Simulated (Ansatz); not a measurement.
# Ge wire along [100], 37 atoms a period, H-terminated: bands by functional and under strain, part 3 of 3

Aim: is the Ge wire along [100], 37 atoms a period, H-terminated a metal or a semiconductor?

Ansatz 0.2.0; DFT PBE, plane waves, PAW; relaxation of a wire's period; PAW set soft_1 (the session's first sound run).

So far, band gap on the path through both edges (eV): step 3 (bands of the perfect wire, PBE) 1.84; step 4 (r2SCAN PBE, cutoff 500 eV, k-mesh 1×1×11) 2.16; step 5 (relaxing the atoms, period over the relaxed period 1.06, k-mesh …, PBE) 1.65.

## (6) Strain along the wire, period over the relaxed period 0.97, k-mesh 1×1×11

Level of this step: DFT PBE, plane waves, PAW; relaxation at a fixed period; PAW set soft_1 (Ansatz).

The period is set to 0.97 times the relaxed one and the atoms relax within it: strain changes bond lengths and angles, which shifts the bands against each other. Against the first PBE run of this kind, the mesh along the wire has 11 points against 14.

The cell differs from the one that the last finished run ended in (c 6.143 → 5.621 Å).

File input.yaml:

```yaml
crystal:
  lattice:
    - [20.121, 0.0, 0.0]
    - [0.0, 20.121, 0.0]
    - [0.0, 0.0, 5.6211833334]
  atoms:
    - { symbol: Ge, position: [0.217335232, 0.500008271, 0.0] }
    - { symbol: Ge, position: [0.357903081, 0.357903081, 0.004630488] }
    - { symbol: Ge, position: [0.357903081, 0.642113461, 0.995369512] }
    - { symbol: Ge, position: [0.500008271, 0.217335232, 0.0] }
    - { symbol: Ge, position: [0.500008271, 0.500008271, 0.0] }
    - { symbol: Ge, position: [0.500008271, 0.78268131, 0.0] }
    - { symbol: Ge, position: [0.642113461, 0.357903081, 0.995369512] }
    - { symbol: Ge, position: [0.642113461, 0.642113461, 0.004630488] }
    - { symbol: Ge, position: [0.78268131, 0.500008271, 0.0] }
    - { symbol: H, position: [0.242217287, 0.242217287, 0.107569755] }
    - { symbol: H, position: [0.757799255, 0.757799255, 0.107569755] }
    - { symbol: H, position: [0.17143593, 0.456341608, 0.151000902] }
    - { symbol: H, position: [0.456341608, 0.17143593, 0.151000902] }
    - { symbol: H, position: [0.543674934, 0.828580612, 0.151000902] }
    - { symbol: H, position: [0.828580612, 0.543674934, 0.151000902] }
    - { symbol: Ge, position: [0.287379178, 0.287379178, 0.258611634] }
    - { symbol: Ge, position: [0.286649825, 0.571613914, 0.24703605] }
    - { symbol: Ge, position: [0.428915244, 0.428915244, 0.25166007] }
    - { symbol: Ge, position: [0.428402628, 0.713366716, 0.24703605] }
    - { symbol: Ge, position: [0.571613914, 0.286649825, 0.24703605] }
    - { symbol: Ge, position: [0.571101298, 0.571101298, 0.25166007] }
    - { symbol: Ge, position: [0.713366716, 0.428402628, 0.24703605] }
    - { symbol: Ge, position: [0.712637364, 0.712637364, 0.258611634] }
    - { symbol: H, position: [0.158060787, 0.385405161, 0.414900006] }
    - { symbol: H, position: [0.188548598, 0.701001005, 0.295907644] }
    - { symbol: H, position: [0.299015537, 0.811467944, 0.295907644] }
    - { symbol: H, position: [0.385405161, 0.158060787, 0.414900006] }
    - { symbol: H, position: [0.61461138, 0.841955754, 0.414900006] }
    - { symbol: H, position: [0.701001005, 0.188548598, 0.295907644] }
    - { symbol: H, position: [0.811467944, 0.299015537, 0.295907644] }
    - { symbol: H, position: [0.841955754, 0.61461138, 0.414900006] }
    - { symbol: Ge, position: [0.217507407, 0.350045866, 0.530467883] }
    - { symbol: Ge, position: [0.217507407, 0.649970676, 0.469532117] }
    - { symbol: Ge, position: [0.350045866, 0.217507407, 0.530467883] }
    - { symbol: Ge, position: [0.357004223, 0.500008271, 0.5] }
    - { symbol: Ge, position: [0.350045866, 0.782509135, 0.469532117] }
    - { symbol: Ge, position: [0.500008271, 0.357004223, 0.5] }
    - { symbol: Ge, position: [0.500008271, 0.643012318, 0.5] }
    - { symbol: Ge, position: [0.649970676, 0.217507407, 0.469532117] }
    - { symbol: Ge, position: [0.643012318, 0.500008271, 0.5] }
    - { symbol: Ge, position: [0.649970676, 0.782509135, 0.530467883] }
    - { symbol: Ge, position: [0.782509135, 0.350045866, 0.469532117] }
    - { symbol: Ge, position: [0.782509135, 0.649970676, 0.530467883] }
    - { symbol: H, position: [0.188548598, 0.299015537, 0.704092356] }
    - { symbol: H, position: [0.158060787, 0.61461138, 0.585099994] }
    - { symbol: H, position: [0.299015537, 0.188548598, 0.704092356] }
    - { symbol: H, position: [0.385405161, 0.841955754, 0.585099994] }
    - { symbol: H, position: [0.61461138, 0.158060787, 0.585099994] }
    - { symbol: H, position: [0.701001005, 0.811467944, 0.704092356] }
    - { symbol: H, position: [0.841955754, 0.385405161, 0.585099994] }
    - { symbol: H, position: [0.811467944, 0.701001005, 0.704092356] }
    - { symbol: Ge, position: [0.286649825, 0.428402628, 0.75296395] }
    - { symbol: Ge, position: [0.287379178, 0.712637364, 0.741388366] }
    - { symbol: Ge, position: [0.428402628, 0.286649825, 0.75296395] }
    - { symbol: Ge, position: [0.428915244, 0.571101298, 0.74833993] }
    - { symbol: Ge, position: [0.571101298, 0.428915244, 0.74833993] }
    - { symbol: Ge, position: [0.571613914, 0.713366716, 0.75296395] }
    - { symbol: Ge, position: [0.712637364, 0.287379178, 0.741388366] }
    - { symbol: Ge, position: [0.713366716, 0.571613914, 0.75296395] }
    - { symbol: H, position: [0.17143593, 0.543674934, 0.848999098] }
    - { symbol: H, position: [0.456341608, 0.828580612, 0.848999098] }
    - { symbol: H, position: [0.543674934, 0.17143593, 0.848999098] }
    - { symbol: H, position: [0.828580612, 0.456341608, 0.848999098] }
    - { symbol: H, position: [0.242217287, 0.757799255, 0.892430245] }
    - { symbol: H, position: [0.757799255, 0.242217287, 0.892430245] }
kpoints:
  mp_grid: { grid: [1, 1, 11] }
  band_path: { path: ["Γ", Z], npoints: 90 }
scf:
  occupations: { method: fermi_dirac, width: 0.05 }
hamiltonian:
  xc: pbe
  pseudopotentials: { kind: paw, azcp: { folder: soft_1 } }
relax:
  max_steps: 40
  f_tol: 0.02
output:
  stress: true
```

Launch:

```sh
ansatz run input.yaml --threads 16 --pin off --max-ram 61440MiB --backend cuda --events-out ev --progress --plain --runs-dir out --max-vram 78GiB
```

Numbers of over 12 decimals in the logs are rounded to 6 here.

The log of the run:

```text
[...]
Crystal: 65 atoms, lattice volume = 2275.762 Å³
Basis set: ecut = 420 eV, 44587 PW (Γ), exchange–correlation on 270×270×80 points (8 copies of the dense FFT grid, shifted against one another)
Bands: 338, of which v1, the nominal top of the filled ones, is band 273 counted from 1 (272 counted from 0)
Symmetry: 8 space group operations
[...]
k-points: 6 of 11
[...]
- { symbol: H, position: [0.186597, 0.701488, 0.282639] }
[...]
- { symbol: Ge, position: [0.571853, 0.428164, 0.748367] }
    - { symbol: Ge, position: [0.572640, 0.715679, 0.752275] }
    - { symbol: Ge, position: [0.715084, 0.284933, 0.743858] }
    - { symbol: Ge, position: [0.715679, 0.572640, 0.752275] }
[...]
- { symbol: H, position: [0.541674, 0.168730, 0.837788] }
    - { symbol: H, position: [0.831287, 0.458342, 0.837788] }
    - { symbol: H, position: [0.240871, 0.759146, 0.907066] }
    - { symbol: H, position: [0.759146, 0.240871, 0.907066] }
[key lines of the parts left out:]
SCF converged after 7 iterations
```

Elapsed: 34 s, on 1 × NVIDIA GB200 with 16 threads of Arm Neoverse V2, shared host; peak memory 2 GiB.

Relaxation path:

```
step  energy less that of the first step (eV)  largest force component (eV/Å)
   1                                   0.0000                          0.2484
   2                                  -0.1612                          0.1300
   3                                  -0.1794                          0.0246
   4                                  -0.1815                          0.0059
```

The run keeps the 8 symmetry operations that it works with, so distortions that break them were not tested.

The atoms that moved most (Å):

| atom | dx | dy | dz | length |
| --- | --- | --- | --- | --- |
| H31 | 0.075 | 0.072 | -0.026 | 0.107 |
| H28 | 0.072 | 0.075 | -0.026 | 0.107 |
| H50 | 0.075 | -0.072 | 0.026 | 0.107 |
| H47 | -0.072 | 0.075 | 0.026 | 0.107 |
| H45 | -0.075 | 0.072 | 0.026 | 0.107 |
| H48 | 0.072 | -0.075 | 0.026 | 0.107 |
| H27 | -0.072 | -0.075 | -0.026 | 0.107 |
| H24 | -0.075 | -0.072 | -0.026 | 0.107 |

This step gave:

* band gap on the path through both edges: 1.797 eV

The gap is 1.80 eV, against 1.84 eV under PBE at the relaxed period.

## (7) Results

```
cell length, PBE           : 5.795 Å
gap, PBE                   : 1.84 eV
gap, r2SCAN                : 2.16 eV
gap, period scaled by 1.06 : 1.65 eV
gap, period scaled by 0.97 : 1.80 eV
```

What this shows: Under PBE the cell's length is 5.80 Å, and a gap of 1.84 eV makes it a semiconductor. At the relaxed period the wire is gapped under every functional, from 1.84 eV (PBE) to 2.16 eV (r2SCAN). Weak screening in one dimension makes quasiparticle gaps larger than the semilocal gaps, as a rule. Strain matters: under PBE the gap goes from 1.84 eV to 1.80 eV at 0.97 times the period and 1.65 eV at 1.06 times the period.

[Logs are printed without paths, hosts, clocks, repeated set-up lines and the standing remarks that a program may print on its own settings, such as how far it seeks lower states.]

[Hosts, paths, dates, database ids (printed as entryN), source tags and the programs' standing remarks are cut or masked in the printed files.]
